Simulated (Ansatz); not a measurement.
# Formation energy and levels of the substitutional impurity Au_Ga in GaN (F-43m)

Wanted: the transition levels of a substitutional impurity in GaN (F-43m), from a cell of 54 host atoms with 1 Ga taken out and 1 Au put in.

Calculated with Ansatz 0.2.0; place-levels on r2SCAN runs: charge-transition levels and formation energies with image-charge correction and potential alignment at the atomic sites; PAW set soft_1.

In doubt: warnings of the run leave room for a lower electronic state (in some of the runs), so energies may not be the lowest and differences between runs may mislead.

## Step 1: Starting point

The cell holds 54 atoms: 26 Ga, 27 N and 1 Au. Cell: a = 9.542 Å, b = 9.542 Å, c = 9.542 Å, α = 60.0°, β = 60.0°, γ = 60.0°. It derives from GaN (space group F-43m). Nearest the centre at fractional (0.333, 0.667, 0.667): Au35 at 0.00 Å, N30 at 1.95 Å, N18 at 1.95 Å, N34 at 1.95 Å, N36 at 1.95 Å, Ga33 at 3.18 Å, Ga17 at 3.18 Å, Ga29 at 3.18 Å.

As a file:

```xyz
54
Lattice="0.0000 6.7473 6.7473 6.7473 0.0000 6.7473 6.7473 6.7473 0.0000" Properties=species:S:1:pos:R:3 pbc="T T T"
Ga    0.0000    0.0000    0.0000
N     1.1245    1.1245    1.1245
Ga    2.2491    2.2491    0.0000
N     3.3736    3.3736    1.1245
Ga    4.4982    4.4982    0.0000
N     5.6227    5.6227    1.1245
Ga    2.2491    0.0000    2.2491
N     3.3736    1.1245    3.3736
Ga    4.4982    2.2491    2.2491
N     5.6227    3.3736    3.3736
Ga    6.7473    4.4982    2.2491
N     7.8718    5.6227    3.3736
Ga    4.4982    0.0000    4.4982
N     5.6227    1.1245    5.6227
Ga    6.7473    2.2491    4.4982
N     7.8718    3.3736    5.6227
Ga    8.9964    4.4982    4.4982
N    10.1209    5.6227    5.6227
Ga    0.0000    2.2491    2.2491
N     1.1245    3.3736    3.3736
Ga    2.2491    4.4982    2.2491
N     3.3736    5.6227    3.3736
Ga    4.4982    6.7473    2.2491
N     5.6227    7.8718    3.3736
Ga    2.2491    2.2491    4.4982
N     3.3736    3.3736    5.6227
Ga    4.4982    4.4982    4.4982
N     5.6227    5.6227    5.6227
Ga    6.7473    6.7473    4.4982
N     7.8718    7.8718    5.6227
Ga    4.4982    2.2491    6.7473
N     5.6227    3.3736    7.8718
Ga    6.7473    4.4982    6.7473
N     7.8718    5.6227    7.8718
Au    8.9964    6.7473    6.7473
N    10.1209    7.8718    7.8718
Ga    0.0000    4.4982    4.4982
N     1.1245    5.6227    5.6227
Ga    2.2491    6.7473    4.4982
N     3.3736    7.8718    5.6227
Ga    4.4982    8.9964    4.4982
N     5.6227   10.1209    5.6227
Ga    2.2491    4.4982    6.7473
N     3.3736    5.6227    7.8718
Ga    4.4982    6.7473    6.7473
N     5.6227    7.8718    7.8718
Ga    6.7473    8.9964    6.7473
N     7.8718   10.1209    7.8718
Ga    4.4982    4.4982    8.9964
N     5.6227    5.6227   10.1209
Ga    6.7473    6.7473    8.9964
N     7.8718    7.8718   10.1209
Ga    8.9964    8.9964    8.9964
N    10.1209   10.1209   10.1209
```

Known beforehand: the electronic dielectric constant, 6.00, and the static one, 10.56, computed on the host (DFPT, PBEsol, on the r2SCAN cell), and a cell off the functional's own equilibrium shifts the ionic part.

The cell's shortest repeat is 9.5 Å.

## Step 2: The runs of each charge state

A transition level is the Fermi level at which two charge states cost the same, so each charge needs its own total energy, at its own relaxed structure.

Random displacements of about 0.05 Å break the site symmetry at the start, so that the relaxation can reach a distorted minimum if there is one. Forces are taken on a 2×2×2 shifted mesh. The cell holds 2 electrons more than the neutral one, with a uniform background that keeps it neutral on the whole.

The sampling was tested on the host first: at the k-points planned (1x1x1 shifted 0.25 0.25 0.25) its energy lies 0.067 eV an atom from the dense-mesh value, so the final energies take a denser sampling.

One state's input; the others differ in charge, spin, start and seed, and in occupations where the table says so.

The input, qm2.relax/input.yaml:

```yaml
crystal:
  lattice:
    - [0.0, 6.74729083, 6.74729083]
    - [6.74729083, 0.0, 6.74729083]
    - [6.74729083, 6.74729083, 0.0]
  atoms:
    - { symbol: Ga, position: [0.0, 0.0, 0.0] }
    - { symbol: "N", position: [0.08333333, 0.08333333, 0.08333333] }
    - { symbol: Ga, position: [0.0, 0.0, 0.33333333] }
    - { symbol: "N", position: [0.08333333, 0.08333333, 0.41666667] }
    - { symbol: Ga, position: [0.0, 0.0, 0.66666667] }
    - { symbol: "N", position: [0.08333333, 0.08333333, 0.75] }
    - { symbol: Ga, position: [0.0, 0.33333333, 0.0] }
    - { symbol: "N", position: [0.08333333, 0.41666667, 0.08333333] }
    - { symbol: Ga, position: [0.0, 0.33333333, 0.33333333] }
    - { symbol: "N", position: [0.08333333, 0.41666667, 0.41666667] }
    - { symbol: Ga, position: [0.0, 0.33333333, 0.66666667] }
    - { symbol: "N", position: [0.08333333, 0.41666667, 0.75] }
    - { symbol: Ga, position: [0.0, 0.66666667, 0.0] }
    - { symbol: "N", position: [0.08333333, 0.75, 0.08333333] }
    - { symbol: Ga, position: [0.0, 0.66666667, 0.33333333] }
    - { symbol: "N", position: [0.08333333, 0.75, 0.41666667] }
    - { symbol: Ga, position: [0.0, 0.66666667, 0.66666667] }
    - { symbol: "N", position: [0.08333333, 0.75, 0.75] }
    - { symbol: Ga, position: [0.33333333, 0.0, 0.0] }
    - { symbol: "N", position: [0.41666667, 0.08333333, 0.08333333] }
    - { symbol: Ga, position: [0.33333333, 0.0, 0.33333333] }
    - { symbol: "N", position: [0.41666667, 0.08333333, 0.41666667] }
    - { symbol: Ga, position: [0.33333333, 0.0, 0.66666667] }
    - { symbol: "N", position: [0.41666667, 0.08333333, 0.75] }
    - { symbol: Ga, position: [0.33333333, 0.33333333, 0.0] }
    - { symbol: "N", position: [0.41666667, 0.41666667, 0.08333333] }
    - { symbol: Ga, position: [0.33333333, 0.33333333, 0.33333333] }
    - { symbol: "N", position: [0.41666667, 0.41666667, 0.41666667] }
    - { symbol: Ga, position: [0.33333333, 0.33333333, 0.66666667] }
    - { symbol: "N", position: [0.41666667, 0.41666667, 0.75] }
    - { symbol: Ga, position: [0.33333333, 0.66666667, 0.0] }
    - { symbol: "N", position: [0.41666667, 0.75, 0.08333333] }
    - { symbol: Ga, position: [0.33333333, 0.66666667, 0.33333333] }
    - { symbol: "N", position: [0.41666667, 0.75, 0.41666667] }
    - { symbol: Au, position: [0.33333333, 0.66666667, 0.66666667] }
    - { symbol: "N", position: [0.41666667, 0.75, 0.75] }
    - { symbol: Ga, position: [0.66666667, 0.0, 0.0] }
    - { symbol: "N", position: [0.75, 0.08333333, 0.08333333] }
    - { symbol: Ga, position: [0.66666667, 0.0, 0.33333333] }
    - { symbol: "N", position: [0.75, 0.08333333, 0.41666667] }
    - { symbol: Ga, position: [0.66666667, 0.0, 0.66666667] }
    - { symbol: "N", position: [0.75, 0.08333333, 0.75] }
    - { symbol: Ga, position: [0.66666667, 0.33333333, 0.0] }
    - { symbol: "N", position: [0.75, 0.41666667, 0.08333333] }
    - { symbol: Ga, position: [0.66666667, 0.33333333, 0.33333333] }
    - { symbol: "N", position: [0.75, 0.41666667, 0.41666667] }
    - { symbol: Ga, position: [0.66666667, 0.33333333, 0.66666667] }
    - { symbol: "N", position: [0.75, 0.41666667, 0.75] }
    - { symbol: Ga, position: [0.66666667, 0.66666667, 0.0] }
    - { symbol: "N", position: [0.75, 0.75, 0.08333333] }
    - { symbol: Ga, position: [0.66666667, 0.66666667, 0.33333333] }
    - { symbol: "N", position: [0.75, 0.75, 0.41666667] }
    - { symbol: Ga, position: [0.66666667, 0.66666667, 0.66666667] }
    - { symbol: "N", position: [0.75, 0.75, 0.75] }
  host:
    repeats: [3, 3, 3]
    atoms:
      - { symbol: Ga, position: [0.0, 0.0, 0.0] }
      - { symbol: "N", position: [0.25, 0.25, 0.25] }
total_charge: -2
basis:
  ecutwfc: 500
  xc_grid: 2
hamiltonian:
  xc: r2scan
  pseudopotentials: { kind: paw, azcp: { folder: soft_1 } }
kpoints:
  mp_grid: { grid: [2, 2, 2], shift: [0.5, 0.5, 0.5] }
scf:
  occupations: { method: fixed }
  max_iter: 60
output:
  forces: true
  charged_corrections:
    epsilon: 6.0
    static_epsilon: 10.56
    defect_position: [0.333333, 0.666667, 0.666667]
relax:
  f_tol: 0.02
  max_steps: 80
  random_displacement: { amplitude: 0.05, seed: 9111 }
checkpoint:
  write: "../qm2.relax.run"
  compress: false
  write_wavefunctions: true
  write_every: 100000
```

On the command line:

```bash
ansatz run input.yaml --threads 8 --pin off --max-ram 15073MiB --backend cpu --events-out ev --progress --plain --runs-dir out
```

The run of this state that the levels use, under r2SCAN:

The input, qm2.point/input.yaml:

```yaml
crystal:
  checkpoint: "../qm2.relax.run"
  host: checkpoint
total_charge: -2
basis:
  ecutwfc: 500
  xc_grid: 2
hamiltonian:
  xc: r2scan
  pseudopotentials: { kind: paw, azcp: { folder: soft_1 } }
kpoints:
  mp_grid: { grid: [2, 2, 2], shift: [0.5, 0.5, 0.5] }
scf:
  occupations: { method: fixed }
  max_iter: 60
output:
  forces: true
  eigenvalues: true
  charged_corrections:
    epsilon: 6.0
    static_epsilon: 10.56
    defect_position: [0.333333, 0.666667, 0.666667]
  eigenstates: { localisation: true }
  populations: true
checkpoint:
  read: "../qm2.relax.run"
  write: "../qm2.point.run"
  compress: false
  write_wavefunctions: false
  write_every: 100000
```

Relaxations under r2SCAN at a 2×2×2 shifted mesh; times on 8 threads of Arm Neoverse N1, shared host:

```csv
charge,moment (μB),occupations,outcome,steps,largest displacement against the far atoms (Å),time
−2,0,fixed,converged,5,0.28,4.9 min
−1,1,fixed,converged,9,0.28,23 min
0,0,fixed,converged,18,0.29,16 min
0,2,fixed,converged,7,0.21,15 min
+1,1,fixed,converged,8,0.19,17 min
+1,3,fixed,converged,5,0.18,11 min
```

Single points under r2SCAN at a 2×2×2 shifted mesh; times on 8 threads of Arm Neoverse N1, shared host:

| charge | moment (μB) | occupations | outcome | time |
| --- | --- | --- | --- | --- |
| −2 | 0 | fixed | converged | 44 s |
| −1 | 1 | fixed | converged | 1.7 min |
| 0 | 0 | fixed | converged | 49 s |
| 0 | 2 | fixed | converged | 1.9 min |
| +1 | 1 | fixed | converged | 1.7 min |
| +1 | 3 | fixed | converged | 1.8 min |

Distances (Å) from Au35 to the nearest atoms after relaxation with r2SCAN:

| charge | moment (μB) | 1. | 2. | 3. | 4. | 5. | 6. |
| --- | --- | --- | --- | --- | --- | --- | --- |
| −2 | 0 | N 2.22 | N 2.22 | N 2.23 | N 2.23 | Ga 3.16 | Ga 3.16 |
| −1 | 1 | N 2.17 | N 2.18 | N 2.18 | N 2.21 | Ga 3.13 | Ga 3.15 |
| 0 | 0 | N 2.06 | N 2.06 | N 2.25 | N 2.25 | Ga 3.00 | Ga 3.01 |
| 0 | 2 | N 2.15 | N 2.15 | N 2.15 | N 2.17 | Ga 3.19 | Ga 3.19 |
| +1 | 1 | N 2.11 | N 2.12 | N 2.12 | N 2.15 | Ga 3.20 | Ga 3.20 |
| +1 | 3 | N 2.11 | N 2.12 | N 2.12 | N 2.12 | Ga 3.21 | Ga 3.21 |

## Step 3: Placing the levels, r2SCAN

A charged cell interacts with its images and the background, and its potential has another zero than the host's. place-levels removes the first by a point-charge model, screened by the static dielectric constant since the ions have relaxed around the charge, and the second by comparing potentials at atoms far from the defect.

The host is a run of the defect-free crystal in the same cutoffs, grids and k-points, so that basis and sampling errors cancel in part in the differences. The host is run in a cell of 2 atoms on a matching mesh. Its band edges are searched through the zone by a band path, so the gap is smaller than, or equal to, that on the mesh. Chemical potentials are energies per atom of Ga (alpha-Ga (Cmce)) and Au (fcc), run with the same functional and cutoff.

The input, levels.point.yaml:

```yaml
host:
  run: host.point.run
states: [qm2.point.run, qm1_M1.point.run, q0.point.run, q0_M2.point.run, qp1_M1.point.run, qp1_M3.point.run]
geometry_from:
  qm2.point.run: qm2.relax.run
  qm1_M1.point.run: qm1_M1.relax.run
  q0.point.run: q0.relax.run
  q0_M2.point.run: q0_M2.relax.run
  qp1_M1.point.run: qp1_M1.relax.run
  qp1_M3.point.run: qp1_M3.relax.run
  host.point.run: host.relax.run
chemical_potentials:
  Ga:
    energy: -3790.270342
    dataset: <sha256 of the dataset>
  Au:
    energy: -13165.138693
    dataset: "<sha256 of the dataset>"
epsilon: 6.0
static_epsilon: 10.56
vertical:
  - { from: qm1_M1.point.run, to: qm1_M1.point_neutral.run }
  - { from: qp1_M1.point.run, to: qp1_M1.point_neutral.run }
```

On the command line:

```bash
ansatz place-levels levels.point.yaml -- --threads 8 --pin off --max-ram 15073MiB
```

Numbers of over 12 decimals in the logs are rounded to 6 here.

Output:

```text
[... repeated set-up lines and file paths are left out, and long positions are rounded to six places ...]
(+1/0) 0.396 eV above the valence edge, 1.773 eV under the conduction edge
(0/-1) 1.299 eV above the valence edge, 0.869 eV under the conduction edge
(-1/-2) 1.984 eV above the valence edge, 0.185 eV under the conduction edge
formation energy of charge +1: +5.950 eV with the Fermi level at the valence edge
formation energy of charge 0: +6.345 eV with the Fermi level at the valence edge
formation energy of charge -1: +7.644 eV with the Fermi level at the valence edge
formation energy of charge -2: +9.628 eV with the Fermi level at the valence edge
vertical -1 to 0: no energy, since no alignment is typed
  the change from vertical[0].from (qm1_M1.point.run) to vertical[0].to (qm1_M1.point_neutral.run): by its potential at epsilon 6 it stands at 0.389 0.722 0.726, with an rms radius of about 2.0 Å (1.1 1.1 1.3 Å across the planes of the cell's vectors); [...]
vertical +1 to 0: no energy, since no alignment is typed
  the change from vertical[1].from (qp1_M1.point.run) to vertical[1].to (qp1_M1.point_neutral.run): by its potential at epsilon 6 it stands at 0.386 0.721 0.712, with an rms radius of about 1.5 Å (0.8 0.8 0.9 Å across the planes of the cell's vectors); [...]
  edges by r2scan, gap 2.168 eV; the host is sampled to repeats of 19.08 Å
  the defect's cells are sampled to repeats of 19.08 Å, like sampling
  charge +1: -122140.5268 eV with its correction of +0.479 eV, at epsilon 10.56, aligned at sites: +0.2470 eV, mean over 19 atomic sites at or beyond 4.77 Å from the defect at [0.3333, 0.6667, 0.6667], with +0.000000 for the charge's moments and without [...]
  charge 0: +0.000 eV for its dipole among its images, +0.000 omitted
  charge -1: -122119.9331 eV with its correction of -0.076 eV, at epsilon 10.56, aligned at sites: +0.3080 eV, mean over 19 atomic sites at or beyond 4.77 Å from the defect at [0.3333, 0.6667, 0.6667], with +0.000000 for the charge's moments and without [...]
  charge -2: -122108.4998 eV with its correction of +0.243 eV, at epsilon 10.56, aligned at sites: +0.3417 eV, mean over 19 atomic sites at or beyond 4.77 Å from the defect at [0.3333, 0.6667, 0.6667], with +0.000000 for the charge's moments and without [...]
  charge +1: states[4] (qp1_M1.point.run) stands 0.092 eV higher, with a moment of 1.00 μB against 3.00
  charge 0: states[2] (q0.point.run) stands 0.277 eV higher, with a moment of 0.00 μB against 2.00
  of states[5] (qp1_M3.point.run): how wide its charge is, is not read beside other atoms or cores, and a band state would take no correction. [...]
  of states[3] (q0_M2.point.run): its alignment with the host at atomic sites is doubtful: the mean over the far sites moves by +0.0624 eV from their farther parts to their nearer, more than 0.05 eV. [...]
  of states[1] (qm1_M1.point.run): its alignment with the host at atomic sites is doubtful: the mean over the far sites moves by +0.2243 eV from their farther parts to their nearer, more than 0.05 eV. [...]
  of states[0] (qm2.point.run): how wide its charge is, is not read beside other atoms or cores, and a band state would take no correction. [...]
  of states[4] (qp1_M1.point.run): its alignment with the host at atomic sites is doubtful: the mean over the far sites moves by -0.0881 eV from their farther parts to their nearer, more than 0.05 eV. [...]
  of states[2] (q0.point.run): its alignment with the host at atomic sites is doubtful: the mean over the far sites moves by +0.0560 eV from their farther parts to their nearer, more than 0.05 eV. [...]
  of vertical[0].from (qm1_M1.point.run): band_overlap_at_count; stability_check_not_made; of the run under geometry_from: band_overlap_at_count
  of vertical[0].to (qm1_M1.point_neutral.run): negative_readings_unjudged; band_overlap_at_count; minimisation_begun; stability_check_not_made; unresolved_pair_at_count
  of vertical[1].from (qp1_M1.point.run): stability_check_not_made
  of vertical[1].to (qp1_M1.point_neutral.run): band_overlap_at_count; minimisation_begun; stability_check_not_made; unresolved_pair_at_count
```

The job ended after 0.74 s (8 threads of Arm Neoverse N1, shared host).

Levels between the charges placed, in eV above the valence top:

```
        gap (eV)  (+1/0)  (0/−1)  (−1/−2)
r2SCAN      2.17    0.40    1.30     1.98
```

Corrections by state:

| charge | moment (μB) | image terms and alignment (eV) | band filling (eV) | ε used | over the lowest of its charge, as the program ranks them, band filling apart (eV) |
| --- | --- | --- | --- | --- | --- |
| +1 | 3.0 | 0.479 | - | 10.56 | 0.000 |
| 0 | 2.0 | 0.000 | - | - | 0.000 |
| −1 | 1.0 | -0.076 | - | 10.56 | 0.000 |
| −2 | 0.0 | 0.243 | - | 10.56 | 0.000 |
| +1 | 1.0 | 0.463 | - | 10.56 | 0.092 |
| 0 | 0.0 | 0.000 | - | - | 0.277 |

The charged structures listed were also run neutral, and place-levels reads from each pair, by the potential or the spins, how wide the charge is by which they differ; that can be the carrier of either run.

```
charge  rms radius (Å)  spread where it is widest against the cell (Å)  wide from (Å)  reading
    −1             2.0                                            1.25           1.35   narrow
```

The neutral runs of these pairs need not share the spin of the lowest neutral state, and very wide values only mean spread over the cell.

From the program's caveats on the states, each cut to its opening words:

- charge +1 (3 μB), −2: how wide its charge is, is not read beside other atoms or cores, and a band state would take no correction
- charge +1 (3 μB): its alignment with the host at atomic sites is doubtful: the mean over the far sites moves by -0.0726 eV from their farther parts to their nearer, more than [...]
- charge +1 (3 μB), 0 (2 μB), −1 (1 μB), +1 (1 μB): flagged: stability check not made
- charge 0 (2 μB): its alignment with the host at atomic sites is doubtful: the mean over the far sites moves by +0.0624 eV from their farther parts to their nearer, more than [...]
- charge −1 (1 μB): its alignment with the host at atomic sites is doubtful: the mean over the far sites moves by +0.2243 eV from their farther parts to their nearer, more than [...]
- charge −1 (1 μB): filled levels lie above empty ones at the fixed electron count
- charge −2: its alignment with the host at atomic sites is doubtful: the mean over the far sites moves by +0.3860 eV from their farther parts to their nearer, more than [...]
- charge +1 (1 μB): its alignment with the host at atomic sites is doubtful: the mean over the far sites moves by -0.0881 eV from their farther parts to their nearer, more than [...]
- charge 0: its alignment with the host at atomic sites is doubtful: the mean over the far sites moves by +0.0560 eV from their farther parts to their nearer, more than [...]

Chemical potentials of the elements' reference phases, run alike. Formation energy by charge state (elemental references; gap 2.17 eV):

| charge | at valence top (eV) | at conduction bottom (eV) | correction included (eV) |
| --- | --- | --- | --- |
| +1 | 5.95 | 8.12 | 0.48 |
| 0 | 6.35 | 6.35 | 0.00 |
| −1 | 7.64 | 5.48 | -0.08 |
| −2 | 9.63 | 5.29 | 0.24 |

(Fermi level (eV), lowest formation energy (eV)): (0.00, 5.95), (0.20, 6.15), (0.39, 6.34), (0.59, 6.35), (0.79, 6.35), (0.98, 6.35), (1.18, 6.35), (1.38, 6.26), (1.58, 6.07), (1.77, 5.87), (1.97, 5.67), (2.17, 5.29)

## Step 4: Results

```
gap of the host                                                             : 2.17 eV (r2SCAN)
level (plus 1/0)                                                            : 0.40 eV above the valence top
level (0/minus 1)                                                           : 1.30 eV above the valence top
level (minus 1/minus 2)                                                     : 1.98 eV above the valence top
lowest of the charges placed, just above the valence top (0.02 eV)          : +1
lowest of the charges placed, just below the conduction bottom (0.02 eV)    : −2
lowest formation energy at mid-gap of the charges run, elemental references : 6.35 eV
```

Of the charges placed (−2, −1, 0 and +1), the lowest changes at 0.40 eV (+1/0), 1.30 eV (0/−1) and 1.98 eV (−1/−2) above the valence top, in a gap of 2.17 eV. (+1/0) and (−1/−2) lie nearer to a band edge than the share of the finite-size correction in them (0.48 and 0.32 eV), and that correction holds for a localised charge alone. Charges above +1 and below −2 were not placed, so these runs say nothing of levels that involve them. States placed: +1 at 3 μB and 1 μB; 0 at 2 μB and 0 μB; −1 at 1 μB; −2 at 0 μB. Other spin states or structures, where not listed, weren't placed. Au is taken at its element; compounds, which aren't counted here, bound the chemical potentials and would shift these formation energies. The program doubts the alignment of potentials for at least one state, a sign that the cell is small. Limits: r2SCAN makes the gap too small and tends to spread out bound carriers; where a gas molecule sets a chemical potential or the host's formation energy, its binding is uncorrected; spin–orbit coupling, which can matter with heavy atoms, is left out.

[Logs are printed without paths, hosts, clocks, repeated set-up lines and the standing remarks that a program may print on its own settings, such as how far it seeks lower states.]

[Hosts, paths, dates, database ids (printed as entryN), source tags and the programs' standing remarks are cut or masked in the printed files.]

[Where a table of states has a column of steps, it counts the stored structures, which are thinned; the runs took as many ionic steps or more.]

[A defect's name tells the site on which it was built; relaxed atoms can leave that site.]

[For some hosts the program warned that the k-mesh of the response run may be too coarse for force constants and the static dielectric constant; such warnings are not shown here.]
